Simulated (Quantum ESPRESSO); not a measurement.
# K2Pt (Fm-3m): from Born charge to LO-TO splitting

Aim: work out the LO frequency and the static dielectric constant of K2Pt (Fm-3m) from one linear-response run, then check them.

Main program and level: Quantum ESPRESSO 7.5; DFT LDA, scalar-relativistic, plane waves, GBRV ultrasoft pseudopotentials.

**1. The relaxed structure**

It takes space group Fm-3m (No. 225, cubic). Conventional cell: a = 7.252 Å, b = 7.252 Å, c = 7.252 Å, α = 90.00°, β = 90.00°, γ = 90.00°. K has 4 Pt at 3.14 Å nearest. Nearest to Pt lie 8 K at 3.14 Å. Farther neighbours are not listed.

Coordinates:

```xyz
3
Lattice="-3.6261 0.0000 3.6261 0.0000 3.6261 3.6261 -3.6261 3.6261 0.0000" Properties=species:S:1:pos:R:3 pbc="T T T"
K    -1.8130    1.8130    1.8130
K    -5.4391    5.4391    5.4391
Pt    0.0000    0.0000    0.0000
```

This is the cell after its relaxation at this level of theory, not the database cell from which that began.

**2. What the response run gave**

A linear-response run on the relaxed cell, with the response to an electric field; only its zone-centre results are used. Cutoff 50 Ry, k mesh 6×6×6.

Log:

```text
[banners, grids, parts of the stress and lines that vanish by symmetry left out]
Program PHONON v.7.5
     Reading xml data from directory:

[...]
Exchange-correlation= PZ
                           (   1   1   0   0   0   0   0)
[...]
kinetic-energy cut-off    =      50.0000  Ry
     charge density cut-off    =     400.0000  Ry
     convergence threshold     =      1.0E-18
[...]
Exchange-correlation= PZ
                           (   1   1   0   0   0   0   0)
[...]
q = (   0.0000000   0.0000000   0.0000000 )
     49 Sym.Ops. (with q -> -q+G )
     G cutoff =  951.4758  (  87027 G-vectors)     FFT grid: ( 64, 64, 64)
     G cutoff =  475.7379  (  30731 G-vectors)  smooth grid: ( 45, 45, 45)
     number of k points=    16
[...]
Mode symmetry, O_h (m-3m)  point group:
[...]
Dielectric constant
[...]
End of electric fields calculation
          Dielectric constant in cartesian axis
          (       5.146096004       0.000000000       0.000000000 )
          (       0.000000000       5.146096004      -0.000000000 )
          (       0.000000000      -0.000000000       5.146096004 )
          Effective charges (d Force / dE) in cartesian axis without acoustic sum rule applied (asr)
           atom    1  K     Mean Z*:        0.89560
      Ex  (        0.89560        0.00000       -0.00000 )
      Ey  (        0.00000        0.89560        0.00000 )
      Ez  (       -0.00000        0.00000        0.89560 )
           atom    2  K     Mean Z*:        0.89560
      Ex  (        0.89560       -0.00000       -0.00000 )
      Ey  (        0.00000        0.89560        0.00000 )
      Ez  (       -0.00000        0.00000        0.89560 )
           atom    3  Pt    Mean Z*:       -1.79543
      Ex  (       -1.79543        0.00000        0.00000 )
      Ey  (        0.00000       -1.79543       -0.00000 )
      Ez  (        0.00000       -0.00000       -1.79543 )
          Effective charges Sum: Mean:       -0.00423
[...]
Effective charges (d Force / dE) in cartesian axis with asr applied:
           atom    1  K     Mean Z*:        0.89701
[...]
atom    2  K     Mean Z*:        0.89701
[...]
atom    3  Pt    Mean Z*:       -1.79402
[...]
Representation #   1 modes #   1   2   3
[...]
End of self-consistent calculation
     Convergence has been achieved
     Representation #   2 modes #   4   5   6
[...]
End of self-consistent calculation
     Convergence has been achieved
     Representation #   3 modes #   7   8   9
[...]
End of self-consistent calculation
     Convergence has been achieved
[...]
Dielectric constant in cartesian axis
          (       5.146096004       0.000000000       0.000000000 )
          (       0.000000000       5.146096004      -0.000000000 )
          (       0.000000000      -0.000000000       5.146096004 )
          Effective charges (d Force / dE) in cartesian axis without acoustic sum rule applied (asr)
           atom    1  K     Mean Z*:        0.89560
      Ex  (        0.89560        0.00000       -0.00000 )
      Ey  (        0.00000        0.89560        0.00000 )
      Ez  (       -0.00000        0.00000        0.89560 )
           atom    2  K     Mean Z*:        0.89560
      Ex  (        0.89560       -0.00000       -0.00000 )
      Ey  (        0.00000        0.89560        0.00000 )
      Ez  (       -0.00000        0.00000        0.89560 )
           atom    3  Pt    Mean Z*:       -1.79543
      Ex  (       -1.79543        0.00000        0.00000 )
      Ey  (        0.00000       -1.79543       -0.00000 )
      Ez  (        0.00000       -0.00000       -1.79543 )
          Effective charges Sum: Mean:       -0.00423
[...]
Effective charges (d Force / dE) in cartesian axis with asr applied:
           atom    1  K     Mean Z*:        0.89701
[...]
atom    2  K     Mean Z*:        0.89701
[...]
atom    3  Pt    Mean Z*:       -1.79402
[...]
q = (    0.000000000   0.000000000   0.000000000 )
[...]
freq (    1) =      -0.192195 [THz] =      -6.410943 [cm-1]
     freq (    2) =      -0.192195 [THz] =      -6.410943 [cm-1]
     freq (    3) =      -0.192195 [THz] =      -6.410943 [cm-1]
     freq (    4) =       3.101488 [THz] =     103.454490 [cm-1]
     freq (    5) =       3.101488 [THz] =     103.454490 [cm-1]
     freq (    6) =       3.101488 [THz] =     103.454490 [cm-1]
     freq (    7) =       3.831040 [THz] =     127.789733 [cm-1]
     freq (    8) =       3.831040 [THz] =     127.789733 [cm-1]
     freq (    9) =       3.831040 [THz] =     127.789733 [cm-1]
[...]
Mode symmetry, O_h (m-3m)  point group:
     freq (   1-   3) =         -6.4  [cm-1]   --> T_1u G_15  G_4- I
     freq (   4-   6) =        103.5  [cm-1]   --> T_1u G_15  G_4- I
     freq (   7-   9) =        127.8  [cm-1]   --> T_2g G_25' G_5+ R

   JOB DONE.
```

```csv
quantity,value
cell volume Ω (Å³),95.353
mass of K (u),39.098
mass of Pt (u),195.084
"Born charge of K, raw (e)",0.896
"Born charge of Pt, raw (e)",-1.795
ε∞,5.146
ω(TO) after the sum rule (cm⁻¹),103.8
```

**3. The calculation**

The charges must sum to zero over the cell; taking off their mean, -0.001 e, leaves Z* = -1.794 e on Pt. In the polar mode Pt moves against the two K, so the reduced mass is μ = 195.08 × 78.20 / 273.28 = 55.821 u.

A longitudinal wave builds up a field that adds to the restoring force: ω(LO)² = ω(TO)² + 4π Z*² / (μ Ω ε∞), in Hartree atomic units. With μ = 101756 electron masses and Ω = 643.47 bohr³ the second term is 1.2003e-07 Ha², or 5782 cm⁻² (1 Ha = 219474.6 cm⁻¹).

So ω(LO) = √(10777 + 5782) = 128.7 cm⁻¹, and by the Lyddane-Sachs-Teller relation ε₀ = ε∞ (ω(LO)/ω(TO))² = 7.91.

**4. Check against the program**

The analysis program adds the same non-analytic term to the full matrix, here for q along (1 0 0).

Log:

```text
[banners, grids, parts of the stress and lines that vanish by symmetry left out]
[banner, memory and clock lines left out]
Program DYNMAT v.7.5

     Reading Dynamical Matrix from file g.dyn
     ...Force constants read
     ...epsilon and Z* read

     Polarizability (A^3 units)
     multiply by 0.419810 for Clausius-Mossotti correction
        31.460392    0.000000    0.000000
         0.000000   31.460392   -0.000000
         0.000000   -0.000000   31.460392

     IR activities are in (D/A)^2/amu units

# mode   [cm-1]    [THz]      IR
    1     -0.00   -0.0000    0.0000
    2      0.00    0.0000    0.0000
[...]
8    128.16    3.8421    0.0000
    9    128.68    3.8576    1.3302

[end of the log left out, with the tail of the file of modes that dynmat.x writes under the same name]
```

ε₀ comes from the program's run without a direction of q.

```csv
quantity,by hand,program
ω(LO) (cm⁻¹),128.7,128.7
ε₀,7.91,7.91
```

**5. Summary of results**

```json
{
  "TO mode": "103.8 cm⁻¹",
  "LO mode": "128.7 cm⁻¹",
  "static dielectric constant": "7.907"
}
```

The LO mode of K2Pt (Fm-3m) lies at 129 cm⁻¹, 25 cm⁻¹ above the TO mode; the formula meets the program within 0.1 cm⁻¹, as it must for a cubic crystal with one polar mode. ω(LO)² − ω(TO)² goes with Z*²/ε∞: an error of 5 % in ε∞ would move the LO mode by 1.1 cm⁻¹, and semilocal functionals tend to overestimate ε∞. These are harmonic values at zero temperature, at the volume of this functional, for the structure held cubic; stability elsewhere in the zone is no part of this calculation.

[Host names and launcher messages were left out of these logs when they were recorded.]

[Logs are printed without paths, hosts, clocks, repeated set-up lines and the standing remarks that a program may print on its own settings, such as how far it seeks lower states.]

[Hosts, paths, dates, database ids (printed as entryN), source tags and the programs' standing remarks are cut or masked in the printed files.]
